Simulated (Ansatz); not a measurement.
# Lattice dynamics of Sc2NO2 monolayer

Task: relax Sc2NO2 monolayer, then find its harmonic phonons.

Program: Ansatz 0.2.0. Level of theory: DFT PBEsol, scalar-relativistic, plane waves, PAW; PAW set soft_1. Results are calculated unless marked as measured.

Report form: the programs' logs are mostly left out.

## (1) Starting point

The cell holds 5 atoms: 1 N, 2 Sc and 2 O. Cell: a = 3.350 Å, b = 3.350 Å, c = 20.000 Å, α = 90.0°, β = 90.0°, γ = 120.0°. Vacuum lies along c.

## (2) Rough relaxation

The start is far from rest, so a relaxation with loose tolerances brings it close first.

The program solves this slab on a cell height of its own, 32.6 Å, in place of the one typed.

Input file input.yaml:

```yaml
crystal:
  lattice:
    - [3.35, 0.0, 0.0]
    - [-1.675, 2.90119, 0.0]
    - [0.0, 0.0, 20.0]
  atoms:
    - { symbol: "N", position: [0.0, 0.0, 0.5] }
    - { symbol: Sc, position: [0.333333, 0.666667, 0.56] }
    - { symbol: Sc, position: [0.666667, 0.333333, 0.44] }
    - { symbol: O, position: [0.666667, 0.333333, 0.61] }
    - { symbol: O, position: [0.333333, 0.666667, 0.39] }
  periodic: [true, true, false]
kpoints:
  mp_grid: { grid: [9, 9, 1] }
hamiltonian:
  xc: pbesol
  pseudopotentials: { kind: paw, azcp: { folder: soft_1 }, xc_functional: pbe }
scf:
  occupations: { method: gaussian, width: 0.1 }
output:
  forces: true
  stress: true
  eigenvalues: true
relax:
  adjacent_minimum: "off"
  f_tol: 0.05
  max_steps: 80
  cell: { stress_2d_tol: 0.02 }
```

The run is started by

```
> ansatz run input.yaml --threads 4 --pin off --max-ram 16384MiB --backend cpu --events-out ev --progress --plain --runs-dir out
```

The job ended after 23 s (4 threads of Arm Neoverse V1, shared host; peak memory 0.67 GiB).

Relaxation path:

| step | energy less that of the first step (eV) | largest force component (eV/Å) | volume (Å³) |
| --- | --- | --- | --- |
| 1 | 0.0000 | 3.4944 | 316.84 |
| 2 | -1.0276 | 0.5128 | 299.97 |
| 3 | -1.0785 | 0.2618 | 292.14 |
| 4 | -1.0851 | 0.0023 | 290.76 |
| 5 | -1.0851 | 0.0021 | 291.95 |
| 6 | -1.0851 | 0.0003 | 291.86 |
| 7* | -1.0794 | 0.0006 | 291.86 |
| 8 | -1.0796 | 0.0003 | 291.48 |
| 9* | -1.0794 | 0.0003 | 291.48 |

Relaxation steps marked * repeat the geometry before them on a plane-wave basis chosen anew for their cell, so energy and pressure can jump there.

Forces are held to the 12 operations that the run works with; a distortion that breaks them can't arise in this run.

| cell as run | before | after | change |
| --- | --- | --- | --- |
| a (Å) | 3.350 | 3.213 | -4.1 % |
| b (Å) | 3.350 | 3.213 | -4.1 % |

The atoms that moved most (Å, along periodic axes as changes of fractional coordinates times the final cell, across vacuum about the mean position):

| atom | dx | dy | dz | length |
| --- | --- | --- | --- | --- |
| Sc2 | 0.000 | 0.000 | 0.200 | 0.200 |
| Sc3 | 0.000 | 0.000 | -0.200 | 0.200 |
| O4 | 0.000 | 0.000 | -0.020 | 0.020 |
| O5 | 0.000 | 0.000 | 0.020 | 0.020 |

The relaxed structure:

```xyz
5
Lattice="3.2132 0.0000 0.0000 -1.6066 2.7827 0.0000 0.0000 0.0000 32.6000" Properties=species:S:1:pos:R:3
N     0.0000    0.0000   10.0000
Sc    0.0000    1.8551   11.3997
Sc    1.6066    0.9276    8.6003
O     1.6066    0.9276   12.1801
O     0.0000    1.8551    7.8199
```

Numbers from this step:

| Property | Result |
| --- | --- |
| gap on the k-mesh | 0 eV |
| area per atom | 1.788 Å² |

The relaxation ends with a largest force component of 3.2e-4 eV/Å.

## (3) Relaxation

The cell and atoms are relaxed, since residual forces and stress would shift the frequencies.

input.yaml, the sections that differ from step 2:

```yaml
crystal:
  lattice:
    - [3.2131677699, 0.0, 0.0]
    - [-1.6065838849, 2.7826849153, 0.0]
    - [0.0, 0.0, 32.6]
  atoms:
    - { symbol: "N", position: [0.0, 0.0, 0.3067484663] }
    - { symbol: Sc, position: [0.3333333333, 0.6666666667, 0.3496825843] }
    - { symbol: Sc, position: [0.6666666667, 0.3333333333, 0.2638143482] }
    - { symbol: O, position: [0.6666666667, 0.3333333333, 0.3736241735] }
    - { symbol: O, position: [0.3333333333, 0.6666666667, 0.239872759] }
  periodic: [true, true, false]
kpoints:
  mp_grid: { grid: [12, 12, 1] }
relax:
  adjacent_minimum: "off"
  f_tol: 0.005
  max_steps: 80
  cell: { stress_2d_tol: 0.02 }
# hamiltonian, scf, output: as in step 2
```

Run time: 14 s. Hardware: 4 threads; peak memory 0.67 GiB; 52 s of CPU time.

Step by step:

| step | energy less that of the first step (eV) | largest force component (eV/Å) | volume (Å³) |
| --- | --- | --- | --- |
| 1 | 0.0000 | 0.0496 | 291.48 |
| 2 | -0.0001 | 0.0195 | 291.76 |
| 3 | -0.0002 | 0.0044 | 291.66 |
| 4* | -0.0002 | 0.0045 | 291.66 |

Relaxation steps marked * repeat the geometry before them on a plane-wave basis chosen anew for their cell, so energy and pressure can jump there.

Forces are held to the 12 operations that the run works with; a distortion that breaks them can't arise in this run.

| cell as run | before | after | change |
| --- | --- | --- | --- |
| a (Å) | 3.213 | 3.214 | +0.0 % |
| b (Å) | 3.213 | 3.214 | +0.0 % |

The relaxed structure:

```xyz
5
Lattice="3.2142 0.0000 0.0000 -1.6071 2.7835 0.0000 0.0000 0.0000 32.6000" Properties=species:S:1:pos:R:3
N     0.0000    0.0000   10.0000
Sc    0.0000    1.8557   11.3946
Sc    1.6071    0.9278    8.6054
O     1.6071    0.9278   12.1761
O     0.0000    1.8557    7.8239
```

Numbers from this step:

| Quantity | Value |
| --- | --- |
| area per atom | 1.789 Å² |

## (4) Relaxing to small forces for the phonons

Phonons need a cell at rest on their own settings, so the relaxation is repeated with tight tolerances on forces and stress on the k mesh and occupations of the first response run.

Input file input.yaml:

```yaml
crystal:
  lattice:
    - [3.2141546629, 0.0, 0.0]
    - [-1.6070773314, 2.7835395898, 0.0]
    - [0.0, 0.0, 32.6]
  atoms:
    - { symbol: "N", position: [0.0, 0.0, 0.3067484663] }
    - { symbol: Sc, position: [0.3333333333, 0.6666666667, 0.3495285919] }
    - { symbol: Sc, position: [0.6666666667, 0.3333333333, 0.2639683406] }
    - { symbol: O, position: [0.6666666667, 0.3333333333, 0.3735000768] }
    - { symbol: O, position: [0.3333333333, 0.6666666667, 0.2399968557] }
  periodic: [true, true, false]
kpoints:
  mp_grid: { grid: [12, 12, 1] }
hamiltonian:
  xc: pbesol
  pseudopotentials: { kind: paw, azcp: { folder: soft_1 }, xc_functional: pbe }
scf:
  occupations: { method: methfessel_paxton, width: 0.2 }
output:
  forces: true
  stress: true
  eigenvalues: true
  write_density: true
  write_potential: true
  elf: true
  volumetric_format: npy
relax:
  adjacent_minimum: "off"
  f_tol: 0.001
  max_steps: 60
  cell: { stress_2d_tol: 0.002 }
```

Elapsed: 25 s, on 4 threads; peak memory 0.69 GiB.

Little changed from the start: no atom moved by 0.005 Å and no cell edge by 0.1 %.

Electrostatic potential energy in the ac plane at fractional y = 0.333, with atoms of Sc and O within 0.2 Å of it. With pseudopotentials it is smooth inside the atoms' cores, unlike the true potential.

Ten even steps from '0' (-28 eV) to '9' (0 eV), each cell a mean:
```
99999999999999999
99999999999999999
99999999999999999
99999999999999999
99999999999999999
99999999999999999
99999999999999999
99999999999999999
99999999999999999
99999999999999999
99999999999999999
99999999999999999
99999999999999999
99999999999999999
99888999754444589
65444567654444567
87777888777777778
67888752000000003
89999988765555678
99999999999999999
99999999999999999
99999999999999999
99999999999999999
99999999999999999
```
Columns run along a (3.2 Å; values clipped at the 3rd and 97th percentile), rows up along c (32.6 Å). Atoms in or near the plane, at fractional coordinates: Sc at (0.67, 0.26), O at (0.67, 0.37).

Valence density in the ac plane at fractional y = 0.333, with atoms of Sc and O within 0.2 Å of it. It is the smooth field of the valence electrons, not physical close to the nuclei.

Ten steps, logarithmic in the rise over the least value, from '_' (0.0 e/Å³) to '@' (6.0 e/Å³), each cell a mean:
```
__________________________________
__________________________________
__________________________________
__________________________________
__________________________________
__________________________________
__________________________________
__________________________________
__________________________________
__________________________________
__________________________________
__________________________________
__________________________________
__________________________________
::..........::--++**##%%%%##**==--
----======----==++**##%%####**====
--========------::::::::::::::::--
--------------++##%%@@@@@@@@%%**==
::----------::::::--========--::::
__________________________________
__________________________________
__________________________________
__________________________________
__________________________________
```
Columns run along a (3.2 Å), rows up along c (32.6 Å). Atoms in or near the plane, at fractional coordinates: Sc at (0.67, 0.26), O at (0.67, 0.37).

ELF in the ac plane at fractional y = 0.333, with atoms of Sc and O within 0.2 Å of it. It is the smooth field of the valence electrons, not physical close to the nuclei.

Ten even steps from '0' (0.00) to '9' (0.72), each cell a mean:
```
00000000000000000
00000000000000000
00000000000000000
00000000000000000
00000000000000000
00000000000000000
00000000000000000
00000000000000000
00000000000000000
00000000000000000
00000000000000000
00000000000000000
00000000000000000
00000000111111100
41000258999999997
11222124677777753
67777653211111124
12443214786557862
46787642112222112
00000000000000000
00000000000000000
00000000000000000
00000000000000000
00000000000000000
```
Columns run along a (3.2 Å), rows up along c (32.6 Å). Atoms in or near the plane, at fractional coordinates: Sc at (0.67, 0.26), O at (0.67, 0.37).

The largest force component left is 0.090 meV/Å, within the tolerances set.

## (5) Zone-centre response

The zone centre comes first: it holds the modes that light can see, as far as symmetry allows. No field response is asked, since the mesh shows no gap.

input.yaml, the sections that differ from step 4:

```yaml
crystal:
  lattice:
    - [3.2134681913, 0.0, 0.0]
    - [-1.6067340956, 2.7829450879, 0.0]
    - [0.0, 0.0, 32.6]
  atoms:
    - { symbol: "N", position: [0.0, 0.0, 0.3067484663] }
    - { symbol: Sc, position: [0.3333333333, 0.6666666667, 0.3495749611] }
    - { symbol: Sc, position: [0.6666666667, 0.3333333333, 0.2639219714] }
    - { symbol: O, position: [0.6666666667, 0.3333333333, 0.3735527532] }
    - { symbol: O, position: [0.3333333333, 0.6666666667, 0.2399441793] }
  periodic: [true, true, false]
output:
  eigenvalues: true
phonons:
  method: dfpt
# kpoints, hamiltonian, scf: as in step 4
# relax: removed
```

It took 2.4 min on 4 threads; peak memory 1.5 GiB.

This step gave:

```yaml
sum_rule_residual_before_enforcement: 6.81e-5 eV/Å²
point_group: -3m
highest_optical_mode_at_the_zone_centre_no_lo_to_term: 526.6 cm⁻¹
lowest_optical_zone_centre_mode: 125.2 cm⁻¹
```

Patterns of degenerate modes are one choice out of their space. Modes at Γ, with each element's share of the kinetic energy:

| mode | frequency (cm⁻¹) | symmetry | N % | Sc % | O % |
| --- | --- | --- | --- | --- | --- |
| 1 | 0.0 | acoustic | 10 | 66 | 24 |
| 2 | 0.0 | acoustic | 10 | 66 | 24 |
| 3 | 0.0 | acoustic | 10 | 66 | 24 |
| 4 | 125.2 | Eg | 0 | 75 | 25 |
| 5 | 125.2 | Eg | 0 | 75 | 25 |
| 6 | 205.4 | A1g | 0 | 73 | 27 |
| 7 | 358.5 | Eu | 89 | 10 | 1 |
| 8 | 358.5 | Eu | 89 | 10 | 1 |
| 9 | 410.5 | A2u | 33 | 33 | 34 |
| 10 | 456.3 | Eg | 0 | 25 | 75 |
| 11 | 456.3 | Eg | 0 | 25 | 75 |
| 12 | 479.5 | A1g | 0 | 27 | 73 |
| 13 | 485.6 | Eu | 1 | 24 | 76 |
| 14 | 485.6 | Eu | 1 | 24 | 76 |
| 15 | 526.6 | A2u | 56 | 1 | 43 |

Displacements in mode 5 (125.2 cm⁻¹), the largest set to 1:
```
N1   0.00  0.00  0.00
Sc2  1.00 -0.04  0.00
Sc3 -1.00  0.04  0.00
O4   0.97 -0.04  0.00
O5  -0.97  0.04  0.00
```

Displacements in mode 15 (526.6 cm⁻¹), the largest set to 1:
```
N1   0.00  0.00  1.00
Sc2  0.00  0.00  0.05
Sc3  0.00  0.00  0.05
O4   0.00  0.00 -0.58
O5   0.00  0.00 -0.58
```

Before it was imposed, the acoustic sum rule was missed by 6.8e-5 eV/Å². Small misses are needed for a sound result but don't prove that mesh and cutoff are converged. The lowest optical mode is real, 125 cm⁻¹.

## (6) Phonons on a q mesh

Stability and thermal properties need the whole zone. Linear response on a 6×6×1 q mesh gives force constants as far as a supercell of that size would.

Changes to input.yaml since step 5:

```diff
@@ -23 +23,10 @@
   method: dfpt
+  qmesh: [6, 6, 1]
+  temperatures: { t_max: 1000, t_step: 50 }
+  qpath:
+    path:
+      - [0.0, 0.0, 0.0]
+      - [0.5, 0.0, 0.0]
+      - [0.33333333, 0.33333333, 0.0]
+      - [0.0, 0.0, 0.0]
+    npoints: 10
```

It took 31 min on 4 threads; peak memory 2.8 GiB.

This step gave:

| Quantity | Value |
| --- | --- |
| sum-rule residual before enforcement | 8.21e-5 eV/Å² |
| lowest frequency on the path | 0 cm⁻¹ |
| highest frequency on the path or at a solved wavevector | 586.1 cm⁻¹ |
| mean frequency | 348.3 cm⁻¹ |
| lowest mode on the q mesh (acoustic modes at Γ apart) | 59.93 cm⁻¹ |
| zero-point energy per atom | 64.76 meV |
| heat capacity at 300 K | 19.50 J/(mol atoms K) |
| vibrational entropy at 300 K | 17.93 J/(mol atoms K) |
| edges of the widest gap between branches, on path and mesh | 277, 348.4 cm⁻¹ |

Frequencies (cm⁻¹) solved at each irreducible wavevector; negative means imaginary. Frequencies by wavevector, by row:

| q in reciprocal lattice units | star | mode 1 | mode 2 | mode 3 | mode 4 | mode 13 | mode 14 | mode 15 |
| --- | --- | --- | --- | --- | --- | --- | --- | --- |
| 0 0 0 | 1 | 0 | 0 | 0 | 125.2 | 485.6 | 485.6 | 526.6 |
| 0 0.1667 0 | 6 | 59.9 | 87.7 | 148 | 150.1 | 484.7 | 497.2 | 555.1 |
| 0 0.3333 0 | 6 | 130.2 | 157.9 | 190.2 | 191.3 | 470.8 | 524.9 | 573.9 |
| 0 -0.5 0 | 3 | 171.1 | 182.5 | 193.8 | 210 | 465.5 | 531.4 | 586.1 |
| 0.1667 0.1667 0 | 6 | 111.4 | 163.8 | 177.6 | 197.1 | 477.9 | 510.8 | 570 |
| 0.1667 0.3333 0 | 12 | 163.8 | 188.9 | 215 | 230.4 | 472.5 | 536.8 | 567.7 |
| 0.3333 0.3333 0 | 2 | 188.4 | 188.4 | 231.3 | 231.3 | 480.8 | 549.8 | 549.8 |

Interpolated from a 6×6×1 q mesh. Phonon branches along the path, in cm⁻¹:

| point | branch 1 | branch 2 | branch 3 | branch 4 | branch 12 | branch 13 | branch 14 | branch 15 |
| --- | --- | --- | --- | --- | --- | --- | --- | --- |
| Γ | 0 | 0 | 0 | 125 | 480 | 486 | 486 | 527 |
| halfway | 98 | 128 | 170 | 183 | 474 | 476 | 507 | 572 |
| M | 171 | 182 | 194 | 210 | 461 | 466 | 531 | 586 |
| halfway | 176 | 191 | 216 | 229 | 470 | 472 | 533 | 574 |
| K | 188 | 188 | 231 | 231 | 476 | 481 | 550 | 550 |
| halfway | 111 | 164 | 178 | 197 | 466 | 478 | 511 | 570 |
| Γ | 0 | 0 | 0 | 125 | 480 | 486 | 486 | 527 |

The phonon density of states has structure finer than the step of the table below, so its rows give means over 20 cm⁻¹, whole bins alone (the curve runs from 2.5 to 588 cm⁻¹). Peaks (cm⁻¹: height): 187.5: 0.0751, 232.5: 0.0569, 252.5: 0.0685, 357.5: 0.152, 447.5: 0.126, 472.5: 0.118, 532.5: 0.0619.

Tetrahedra on a 24×24×1 mesh, mean over bins of 5 cm-1. Interpolated from a 6×6×1 q mesh. Table of phonon density of states by wavenumber; means over each step:

| wavenumber (cm⁻¹) | phonon density of states (1/cm⁻¹/cell) |
| --- | --- |
| 20 | 0.00197 |
| 40 | 0.00318 |
| 60 | 0.00451 |
| 80 | 0.00610 |
| 100 | 0.00798 |
| 120 | 0.0114 |
| 140 | 0.0188 |
| 160 | 0.0284 |
| 180 | 0.0515 |
| 200 | 0.0441 |
| 220 | 0.0334 |
| 240 | 0.0377 |
| 260 | 0.0423 |
| 280 | 0.00785 |
| 300 | 0 |
| 320 | 0 |
| 340 | 0.00628 |
| 360 | 0.0899 |
| 380 | 0.0208 |
| 400 | 0.00988 |
| 420 | 0.0121 |
| 440 | 0.0529 |
| 460 | 0.0966 |
| 480 | 0.0613 |
| 500 | 0.0138 |
| 520 | 0.0145 |
| 540 | 0.0259 |
| 560 | 0.0245 |

The partial phonon density of states has structure finer than the step of the table below, so its rows give means over 25 cm⁻¹, whole bins alone (the curve runs from -10 to 613 cm⁻¹). Peaks (cm⁻¹: height): N 358.4: 0.0885, 452.5: 0.0153; O 252.6: 0.0150, 468.1: 0.0817, 534.8: 0.0318, 570.0: 0.0292; Sc 189.9: 0.0543, 233.0: 0.0309, 252.6: 0.0336, 358.4: 0.0110, 448.5: 0.0265.

Phonopy on the run's constants, 21x21x1 mesh, Gaussian sigma 4.5 cm-1. Interpolated from a 6×6×1 q mesh. Partial phonon density of states against wavenumber; means over each step; values in 1/cm⁻¹/cell:

| wavenumber (cm⁻¹) | N | O | Sc |
| --- | --- | --- | --- |
| 25 | 2.0e-4 | 4.7e-4 | 0.00136 |
| 50 | 3.8e-4 | 9.1e-4 | 0.00275 |
| 75 | 4.8e-4 | 0.00119 | 0.00391 |
| 100 | 5.6e-4 | 0.00153 | 0.00561 |
| 125 | 6.8e-4 | 0.00272 | 0.0104 |
| 150 | 6.8e-4 | 0.00427 | 0.0176 |
| 175 | 9.1e-4 | 0.00833 | 0.0347 |
| 200 | 6.3e-4 | 0.00953 | 0.0358 |
| 225 | 2.5e-4 | 0.00841 | 0.0266 |
| 250 | 7.8e-4 | 0.0114 | 0.0282 |
| 275 | 0.00138 | 0.00540 | 0.0113 |
| 300 | 2.4e-7 | 1.8e-6 | 5.0e-6 |
| 325 | 4.1e-5 | 1.6e-6 | 6.5e-6 |
| 350 | 0.0427 | 0.00397 | 0.00551 |
| 375 | 0.0287 | 0.00611 | 0.00533 |
| 400 | 0.00485 | 0.00267 | 0.00246 |
| 425 | 0.00886 | 0.00305 | 0.00422 |
| 450 | 0.0121 | 0.0482 | 0.0201 |
| 475 | 0.00402 | 0.0583 | 0.0163 |
| 500 | 3.3e-4 | 0.0114 | 0.00272 |
| 525 | 0.00166 | 0.0182 | 0.00175 |
| 550 | 0.00330 | 0.0142 | 0.00118 |
| 575 | 0.00611 | 0.0190 | 0.00177 |
| 600 | 2.0e-4 | 6.3e-4 | 2.3e-5 |

(Part 1 of 2 ends here.)

[Logs are printed without paths, hosts, clocks, repeated set-up lines and the standing remarks that a program may print on its own settings, such as how far it seeks lower states.]

[Hosts, paths, dates, database ids (printed as entryN), source tags and the programs' standing remarks are cut or masked in the printed files.]
